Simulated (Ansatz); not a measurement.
## Tc of BaAs2Ru2 (I4/mmm) from its phonons

Wanted: λ, ω_log and Tc of BaAs2Ru2 (I4/mmm). The cell shown first is a relaxed one, from steps not shown here.

Program: Ansatz 0.2.0. Level of theory: DFT PBEsol, scalar-relativistic, plane waves, PAW. Results are calculated unless marked as measured.

### 1. The cell after earlier relaxation steps

Symmetry: I4/mmm, No. 139, tetragonal system. The conventional cell has a = 4.144 Å, b = 4.144 Å, c = 12.048 Å, α = 90.00°, β = 90.00°, γ = 90.00°. Nearest to Ba lie 8 As at 3.43 Å and 8 Ru at 3.66 Å. Nearest to As lie 4 Ru at 2.41 Å and 4 Ba at 3.43 Å. Nearest to Ru lie 4 As at 2.41 Å and 4 Ru at 2.93 Å and 4 Ba at 3.66 Å. Farther neighbours are not listed.

### 2. Coupling and resistivity: q 3×3×3, k 9×9×9, scattering 16×16×16

The run that gives the couplings also evaluates McMillan's and Allen and Dynes's formulas and, where asked, the Eliashberg equations, over a range of μ*.

The input, input.yaml:

```yaml
crystal:
  lattice:
    - [-2.0717555443, 2.0717555443, 6.0239711734]
    - [2.0717555443, -2.0717555443, 6.0239711734]
    - [2.0717555443, 2.0717555443, -6.0239711734]
  atoms:
    - { symbol: Ba, position: [0.0, 0.0, 0.0] }
    - { symbol: As, position: [0.6480431128, 0.6480431128, 0.0] }
    - { symbol: As, position: [0.3519568872, 0.3519568872, 0.0] }
    - { symbol: Ru, position: [0.75, 0.25, 0.5] }
    - { symbol: Ru, position: [0.25, 0.75, 0.5] }
kpoints:
  mp_grid: { grid: [9, 9, 9] }
hamiltonian:
  xc: pbesol
scf:
  occupations: { method: methfessel_paxton, width: 0.2 }
output:
  eigenvalues: true
phonons:
  method: dfpt
  qmesh: [3, 3, 3]
  temperatures: { t_max: 1000, t_step: 50 }
  qpath:
    path:
      - [0.0, 0.0, 0.0]
      - [0.0, 0.0, 0.5]
      - [0.25, 0.25, 0.25]
      - [0.0, 0.5, 0.0]
      - [0.0, 0.0, 0.0]
      - [0.5, 0.5, -0.5]
    npoints: 6
  electrical_resistivity:
    mesh: [16, 16, 16]
    temperatures: [20.0, 50.0, 80.0, 100.0, 150.0, 200.0, 273.0, 300.0, 400.0, 500.0, 600.0, 800.0]
  superconductivity: { mesh: [16, 16, 16] }
```

Launch:

```bash
> ansatz run input.yaml --threads 16 --pin off --max-ram 61440MiB --backend cuda --events-out ev --progress --plain --runs-dir out
```

Numbers of over 12 decimals in the logs are rounded to 6 here.

The log of the run:

```text
Warning: phonons: the dynamical matrix that this run interpolates holds no multipole term above the dipole-dipole one, and a site of this crystal is no centre of inversion, so its interpolated transverse optical and acoustic branches and sound speeds can stay off near Gamma, and the density of states and the thermodynamics with them. What a run solves at a wave vector of phonons.qpoints, Gamma apart, where the deck admits one, is free of this, and under fd what a larger phonons.supercell samples
Engine: ansatz 0.2.0, aarch64-unknown-linux-gnu
Pseudopotentials: kind: paw
Pseudopotential: Ba, paw, valence charge 10, recommended cutoff 420 eV (normal), Ba.paw.azcp
Pseudopotential: As, paw, valence charge 15, recommended cutoff 420 eV (normal), As.paw.azcp
Pseudopotential: Ru, paw, valence charge 16, recommended cutoff 420 eV (normal), Ru.paw.azcp
Functional definition: PBEsol
  exchange = pbesol_x
  correlation = pbesol_c
[...]
Crystal: 5 atoms, lattice volume = 103.424 Å³
Basis set: ecut = 420 eV, 2009 PW (Γ), exchange–correlation on 90×90×90 points (8 copies of the dense FFT grid, shifted against one another)
Bands: 44, of which v1, the nominal top of the filled ones, is band 36 counted from 1 (35 counted from 0)
Symmetry: 16 space group operations
k-points: 75 of 729
Non-local potential: Ba, projectors of the file, l = 0: 3, l = 1: 2, l = 2: 2, l = 3: 2
Non-local potential: As, projectors of the file, l = 0: 2, l = 1: 2, l = 2: 3, l = 3: 1
Non-local potential: Ru, projectors of the file, l = 0: 3, l = 1: 2, l = 2: 2, l = 3: 1
PAW form: soft (Blöchl's): semilocal exchange-correlation on the pseudo side does not see the compensation charge
PAW frozen core: Ba, regenerated for the run's functional, and the local potential with it (the file was generated under x = pbe(κ = 0.804, μ = 0.219515), c = pbe(β = 0.066725))
PAW frozen core: As, regenerated for the run's functional, and the local potential with it (the file was generated under x = pbe(κ = 0.804, μ = 0.219515), c = pbe(β = 0.066725))
PAW frozen core: Ru, regenerated for the run's functional, and the local potential with it (the file was generated under x = pbe(κ = 0.804, μ = 0.219515), c = pbe(β = 0.066725))
PAW one-centre angular grid: Ba, 194 points (default); XC on 64 Gauss nodes
PAW one-centre angular grid: As, 590 points (default); XC on 64 Gauss nodes
PAW one-centre angular grid: Ru, 590 points (default); XC on 64 Gauss nodes
Initial density: superposition of atomic densities (neutral atoms: chi_scale 0, normalization atom), corrected by the library's trained network
Initial wavefunctions: pseudopotential atomic-orbital guess
[...]
Functional: x = pbesol(κ = 0.804, μ = 0.123457), c = pbesol(β = 0.046)
SCF iter   1: F=—  HF=-27125.158524 eV  |F-HF|=—  |Δ(HF+E_count)|=         —  Δρ=4.80e-3  dr2=3.04e-2  ethr=1.77e-3  ⟨swp⟩=7.7  Hψ=13616  notcnv=0
preconditioner: auto → Kerker (q_TF=auto, 2.568 Å⁻¹)  [metal: Δε(μ)=0.003 eV  Ē_g=8.503 eV  σ=0.200 eV  W_gap=0.01  n_scr=32 (ndim 8)  ℏωp=21.3 eV  f_vac=0.000  D(μ)=1.55/eV (n_scr^D=10)]
SCF iter   2: F=—  HF=-27125.152572 eV  |F-HF|=—  |Δ(HF+E_count)|=   5.95e-3  S|Δr|=    0.00e0  Δρ=2.62e-3  dr2=1.23e-2  ethr=4.22e-5  ⟨swp⟩=2.6  Hψ=6301  notcnv=0
[...]
SCF iter  11: F=-27125.148930 eV  HF=-27125.148930 eV  |F-HF|=3.64e-12  |Δ(HF+E_count)|=  3.64e-12  S|Δr|=    0.00e0  Δρ=5.58e-8  dr2=2.34e-12  ethr=1.00e-12  ⟨swp⟩=12.0  Hψ=18663  notcnv=0
SCF 1 converged in 11 iterations: F = -27125.148930 eV  dr2 = 2.34e-12
  greatest PAW one-centre occupation: 0.999 electrons in one spin orbital (limit 2), on the As atom at site 2 (counted from 0), in its partial waves of l = 2
[...]
iter 1 solved again at ethr=1.13e-6 eV; its pass at ethr=3.10e-3 eV (dr2=8.16e-4 eV) is discarded
SCF iter   1: F=—  HF=-27125.148774 eV  |F-HF|=—  |Δ(HF+E_count)|=         —  Δρ=2.65e-6  dr2=4.74e-9  ethr=1.13e-6  ⟨swp⟩=2.9  Hψ=21512  notcnv=0
[...]
SCF 2 converged in 9 iterations: F = -27125.148930 eV  dr2 = 6.45e-12
[...]
SCF 3 converged in 11 iterations: F = -27125.148930 eV  dr2 = 2.35e-12
[...]
SCF converged after 11 iterations
[...]
mean free path at 50 K (of a tensor a third of its trace): 163 nm by what each carries, 142 by the Fermi surface alone
  Hall coefficient in a weak field at 50 K (a third of the trace): 2.466e-10 m³/C (as a tensor it moves by 1.6 % between the two finest meshes); by each state's relaxation time: 2.128e-10 m³/C; by a constant relaxation time: 4.798e-11 m³/C
  mean free path at 80 K (of a tensor a third of its trace): 63.1 nm by what each carries, 57.0 by the Fermi surface alone
  Hall coefficient in a weak field at 80 K (a third of the trace): 2.963e-10 m³/C (as a tensor it moves by 0.9 % between the two finest meshes); by each state's relaxation time: 2.819e-10 m³/C; by a constant relaxation time: 4.790e-11 m³/C
  mean free path at 100 K (of a tensor a third of its trace): 43.3 nm by what each carries, 39.7 by the Fermi surface alone
  Hall coefficient in a weak field at 100 K (a third of the trace): 2.977e-10 m³/C (as a tensor it moves by 0.9 % between the two finest meshes); by each state's relaxation time: 2.855e-10 m³/C; by a constant relaxation time: 4.787e-11 m³/C
  mean free path at 150 K (of a tensor a third of its trace): 23.9 nm by what each carries, 22.3 by the Fermi surface alone
  Hall coefficient in a weak field at 150 K (a third of the trace): 2.847e-10 m³/C (as a tensor it moves by 1.0 % between the two finest meshes); by each state's relaxation time: 2.704e-10 m³/C; by a constant relaxation time: 4.774e-11 m³/C
  mean free path at 200 K (of a tensor a third of its trace): 16.6 nm by what each carries, 15.6 by the Fermi surface alone
  Hall coefficient in a weak field at 200 K (a third of the trace): 2.755e-10 m³/C (as a tensor it moves by 1.1 % between the two finest meshes); by each state's relaxation time: 2.591e-10 m³/C; by a constant relaxation time: 4.749e-11 m³/C
  mean free path at 273 K (of a tensor a third of its trace): 11.6 nm by what each carries, 11.0 by the Fermi surface alone
  Hall coefficient in a weak field at 273 K (a third of the trace): 2.691e-10 m³/C (as a tensor it moves by 1.2 % between the two finest meshes); by each state's relaxation time: 2.514e-10 m³/C; by a constant relaxation time: 4.700e-11 m³/C
  mean free path at 300 K (of a tensor a third of its trace): 10.5 nm by what each carries, 9.89 by the Fermi surface alone
  Hall coefficient in a weak field at 300 K (a third of the trace): 2.677e-10 m³/C (as a tensor it moves by 1.2 % between the two finest meshes); by each state's relaxation time: 2.499e-10 m³/C; by a constant relaxation time: 4.679e-11 m³/C
  mean free path at 400 K (of a tensor a third of its trace): 7.67 nm by what each carries, 7.26 by the Fermi surface alone
  Hall coefficient in a weak field at 400 K (a third of the trace): 2.645e-10 m³/C (as a tensor it moves by 1.3 % between the two finest meshes); by each state's relaxation time: 2.465e-10 m³/C; by a constant relaxation time: 4.591e-11 m³/C
  mean free path at 500 K (of a tensor a third of its trace): 6.05 nm by what each carries, 5.74 by the Fermi surface alone
  Hall coefficient in a weak field at 500 K (a third of the trace): 2.621e-10 m³/C (as a tensor it moves by 1.5 % between the two finest meshes); by each state's relaxation time: 2.444e-10 m³/C; by a constant relaxation time: 4.479e-11 m³/C
  mean free path at 600 K (of a tensor a third of its trace): 4.99 nm by what each carries, 4.74 by the Fermi surface alone
  Hall coefficient in a weak field at 600 K (a third of the trace): 2.596e-10 m³/C (as a tensor it moves by 1.8 % between the two finest meshes); by each state's relaxation time: 2.422e-10 m³/C; by a constant relaxation time: 4.339e-11 m³/C
  mean free path at 800 K (of a tensor a third of its trace): 3.68 nm by what each carries, 3.50 by the Fermi surface alone
  Hall coefficient in a weak field at 800 K (a third of the trace): 2.535e-10 m³/C (as a tensor it moves by 2.4 % between the two finest meshes); by each state's relaxation time: 2.371e-10 m³/C; by a constant relaxation time: 3.976e-11 m³/C
  the resistivity times a path that all electrons share, by the Fermi surface of the deck's mesh alone (a third of the trace): 2.653e-15 Ω·m²
  not converged in the mesh (λ_tr; the resistivity at 20 K by 3.29 %; the resistivity at 50 K by 5.79 %; the resistivity at 80 K by 6.05 %; the resistivity at 100 K by 5.99 %; the resistivity at 150 K by 5.61 %; the resistivity at 200 K by 5.14 %; the resistivity at 273 K by 4.47 %; the resistivity at 300 K by 4.24 %; the resistivity at 400 K by 3.49 %; the resistivity at 500 K by 2.89 %; the resistivity at 600 K by  [...]
  vibrations of 27 cells: unjudged by the run; compare a larger repeat
  the changes of the potential over all sites missed a rigid shift's by 0.00 % (the site terms' by 0.29 %)
  at the force constants' own smearing the fine mesh and the k-points of their solves give squared frequencies that differ by 2.2 % of the larger at the most, at (0.3333, 0.3333, -0.3333)
--- Superconductivity: potentials and phonons of a 3×3×3 supercell ---
           mesh         λ    ħω_log (meV)  μ* declared at (meV)
       16×16×16    0.2139          13.826               18.244
          8×8×8    0.2141          13.989               18.345
          4×4×4    0.2037          13.704               17.990
  λ by the species' shares of the modes' patterns: Ba 0.0522, As 0.0769, Ru 0.0848
  with the Fermi level up to 35.7 meV (the hardest mode) off, states and modes as they are: density of states 0.7885 to 0.8271 /eV of one spin and cell, λ 0.2120 to 0.2148
  transition temperature on the deck's mesh (K), isotropic and anisotropic, restricted to the Fermi surface (FSR) and over the full bandwidth (FBW), and the last with the density of states resolved in a narrower window:
        μ*   McMillan   Allen–Dynes      iso. FSR      iso. FBW    aniso. FSR    aniso. FBW  narrow window
      0.08      0.005         0.005    none_found    none_found    none_found    none_found     none_found
      0.10      0.000         0.000    none_found    none_found    none_found    none_found     none_found
      0.12      0.000         0.000    none_found    none_found    none_found    none_found     none_found
      0.13      0.000         0.000    none_found    none_found    none_found    none_found     none_found
      0.14      0.000         0.000    none_found    none_found    none_found    none_found     none_found
      0.16      0.000         0.000    none_found    none_found    none_found    none_found     none_found
      0.20          -             -    none_found    none_found    none_found    none_found     none_found
  none_found: no transition down to 0.1 K
  isotope coefficients −∂ln Tc/∂ln M under μ* = 0.13, the force constants as they are, of the isotropic transitions restricted to the Fermi surface and over the full bandwidth: Ba - and -, As - and -, Ru - and -
  converged in the mesh: between neighbouring meshes, the two finest first, λ moves by 0.08 % and 4.84 % and the anisotropic transition temperature over the full bandwidth at μ* = 0.13 by nothing (neither mesh has one) and nothing (neither mesh has one); converged means that the two finest part by at most 2.00 % and 5.00 %
  vibrations of 27 cells: unjudged by the run; compare a larger repeat
  the changes of the potential over all sites missed a rigid shift's by 0.00 % (the site terms' by 0.29 %)
  at the force constants' own smearing the fine mesh and the k-points of their solves give squared frequencies that differ by 2.2 % of the larger at the most, at (0.3333, 0.3333, -0.3333)
```

Wall time 93 s (1 × NVIDIA GB200 with 16 threads of Arm Neoverse V2, shared host); peak memory 8.4 GiB; 12 min of CPU time.

In the SCF lines HF is the Harris–Foulkes energy and dr2 the Hartree energy of the density residual, in eV; the loop may stop once dr2 is under the threshold and the program's other checks hold. Hψ counts applications of the Hamiltonian.

This step gave:

* volume per atom: 20.68 Å³
* metallic on mesh: yes
* gap on the k-mesh: 0 eV
* zero-point energy: 0.1580 eV/cell
* share of imaginary modes in the plain interpolation between solved wavevectors: 0
* highest frequency, solved or plainly interpolated: 287.3 cm⁻¹
* mean sound speed: 2.606 km/s
* Debye temperature elastic: 283 K
* Debye temperature (second moment): 350 K
* resistivity at 300 K: 26.74 μΩ cm, mean of the axes
* coupling constant λ: 0.2139
* density of states at the Fermi level: 0.8103 states/eV a spin and cell
* log mean phonon energy ħω_log: 13.83 meV
* transport coupling constant λ_tr: 0.2386, 0.2386, 0.1836 (xx, yy, zz)
* Drude plasma energy: 3.194, 3.194, 2.644 eV (xx, yy, zz)
* resistivity times mean free path: 24.37, 24.37, 30.85 × 10⁻¹⁶ Ω m² (xx, yy, zz)

An empty cell: under 1 mK by a formula, or no transition down to the floor of the Eliashberg search. Transition temperatures:

```
  μ*  McMillan Tc (K)  Allen–Dynes Tc (K)
0.08          0.00479             0.00482
 0.1                -                   -
0.12                -                   -
0.13                -                   -
0.14                -                   -
0.16                -                   -
 0.2                -                   -
```

(Continued in part 2 of 2.)

[Logs are printed without paths, hosts, clocks, repeated set-up lines and the standing remarks that a program may print on its own settings, such as how far it seeks lower states.]

[Hosts, paths, dates, database ids (printed as entryN), source tags and the programs' standing remarks are cut or masked in the printed files.]
